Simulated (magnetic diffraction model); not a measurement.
## Solving a magnetic structure from powder neutron data: DyCd₂I₇

Space group P2_1/c (no. 14), a = 7.8190 Å, b = 17.8100 Å, c = 11.9280 Å, β = 90.64°.

| site | atom | x | y | z |
| --- | --- | --- | --- | --- |
| 4e | Dy | 0.2201 | 0.1290 | 0.2218 |
| 4e | I | 0.7063 | 0.8555 | 0.0370 |
| 4e | I | 0.0235 | 0.6014 | 0.0662 |
| 4e | I | 0.4951 | 0.6018 | 0.0793 |
| 4e | I | 0.8593 | 0.0650 | 0.1154 |
| 4e | I | 0.5020 | 0.2590 | 0.1972 |
| 4e | I | 0.9992 | 0.2806 | 0.2073 |
| 4e | I | 0.3021 | 0.9527 | 0.2147 |
| 4e | Cd | 0.2583 | 0.7833 | 0.0496 |
| 4e | Cd | 0.2664 | 0.4422 | 0.1727 |

This is a made-up structure (elements placed in a structure type, unrelaxed), so the numbers test the method and describe no known phase.

Only Dy is taken to order (form factors of Dy3+); orders and moment sizes are assumed, and not adapted to the symmetry. Radiation: neutrons of λ = 1.8 Å (absorption by Cd and Dy left out), 5° to 30°; isotropic B of 0.13 Å² (Dy), 0.17 Å² (I) and 0.2 Å² (Cd). Simulated constant-wavelength pattern: nuclear and magnetic terms add, the magnetic one as |2.695 fm × Σ f S⊥ exp(2πi Q·r) exp(−B s²)|², summed over all Q at one angle with the factor 1/(sin²θ cos θ). For collinear order S is the moment m, which repeats by lattice and centring translations R with the sign exp(−2πi k·R). Free-ion form factors, Sears's scattering lengths of 1992, no absorption; a label names one of the reflections at its angle. The strongest nuclear line in the range is 100, and lines under 0.2 are left out.

Above the ordering temperature:

```csv
2θ (°),index,I
10.42,(0 1 1),0.7
11.60,(0 2 0),1.7
13.22,(1 0 0),2.1
14.44,(1 1 0),46.6
14.49,(0 2 1),100.0
16.79,(1 1 -1),40.9
16.94,(1 1 1),21.6
17.36,(0 0 2),50.4
17.62,(1 2 0),0.6
18.32,(0 1 2),3.9
19.50,(0 3 1),5.8
19.60,(1 2 -1),1.5
19.73,(1 2 1),13.8
21.76,(1 0 -2),6.1
21.95,(1 3 0),37.8
22.00,(1 0 2),14.4
22.54,(1 1 -2),46.2
22.77,(1 1 2),18.5
23.32,(0 4 0),26.6
23.57,(1 3 -1),19.7
23.69,(1 3 1),41.1
24.70,(0 3 2),0.4
```
(The table stops after 22 lines; 13 more lie at higher angle.)

Below it (cell unchanged):

```tsv
2θ (°)	I
8.69	15.9
9.13	153.2
10.42	0.7
11.60	1.7
12.28	9.3
13.22	2.1
13.54	60.3
14.44	46.6
14.49	100.0
14.52	5.1
15.84	6.1
16.01	8.6
16.17	13.3
16.79	40.9
16.92	4.7
16.94	21.6
17.36	50.4
17.60	12.3
17.62	0.6
18.01	31.7
18.15	27.9
18.32	3.9
19.45	28.0
19.50	5.8
19.60	1.5
19.68	4.2
19.73	13.8
20.38	0.3
21.48	15.5
21.60	13.9
21.76	6.1
21.95	37.8
21.96	25.3
22.00	14.4
22.17	8.3
22.20	19.8
```
(The table stops after 36 lines; 42 more lie at higher angle.)

**Question.** Find the propagation vector, then choose among these models:
A. collinear moments along [001], 6.5 μB on Dy; signs + at (0.2201, 0.1290, 0.2218), + at (0.7799, 0.6290, 0.2782), + at (0.2201, 0.3710, 0.7218), − at (0.7799, 0.8710, 0.7782)
B. collinear moments along [110], 6.5 μB on Dy; signs + at (0.2201, 0.1290, 0.2218), − at (0.7799, 0.6290, 0.2782), + at (0.2201, 0.3710, 0.7218), + at (0.7799, 0.8710, 0.7782)
C. collinear moments along [001], 6.5 μB on Dy; signs + at (0.2201, 0.1290, 0.2218), − at (0.7799, 0.6290, 0.2782), + at (0.2201, 0.3710, 0.7218), + at (0.7799, 0.8710, 0.7782)
D. collinear moments along [110], 6.5 μB on Dy; signs + at (0.2201, 0.1290, 0.2218), + at (0.7799, 0.6290, 0.2782), + at (0.2201, 0.3710, 0.7218), − at (0.7799, 0.8710, 0.7782)

The new lines index as (0 3/2 0) at 8.69°, (0 1/2 1) at 9.13°, (0 3/2 1) at 12.28° and (1 1/2 0) at 13.54°, that is as H ± k with k = (0 1/2 0). Half indices mean that the moments reverse under translations with k·R a half-integer, and the magnetic cell has twice the primitive volume. Below the range, at 2.90°, lies the magnetic line (0 1/2 0) with 26.

Magnetic intensity, observed (below minus above) and for each model:

| 2θ (°) | index | observed | A | B | C | D |
| --- | --- | --- | --- | --- | --- | --- |
| 8.69 | (0 3/2 0) | 15.9 | 13.6 | 15.9 | 98.6 | 2.2 |
| 9.13 | (0 1/2 1) | 153.2 | 3.6 | 153.2 | 16.9 | 32.9 |
| 12.28 | (0 3/2 1) | 9.3 | 47.8 | 9.3 | 8.1 | 55.0 |
| 13.54 | (1 1/2 0) | 60.3 | 16.3 | 60.3 | 74.7 | 13.2 |
| 14.52 | (0 5/2 0) | 5.1 | 7.6 | 5.1 | 31.8 | 1.2 |
| 15.84 | (1 3/2 0) | 6.1 | 56.1 | 6.1 | 9.7 | 35.5 |
| 16.01 | (1 1/2 -1) | 8.6 | 38.4 | 8.6 | 7.1 | 46.8 |
| 17.60 | (0 1/2 2) | 12.3 | 1.1 | 12.3 | 0.3 | 39.3 |

Model B matches.

The structure used: k = (0 1/2 0), collinear moments along [110], 6.5 μB on Dy; signs + at (0.2201, 0.1290, 0.2218), − at (0.7799, 0.6290, 0.2782), + at (0.2201, 0.3710, 0.7218), + at (0.7799, 0.8710, 0.7782).

[Logs are printed without paths, hosts, clocks, repeated set-up lines and the standing remarks that a program may print on its own settings, such as how far it seeks lower states.]
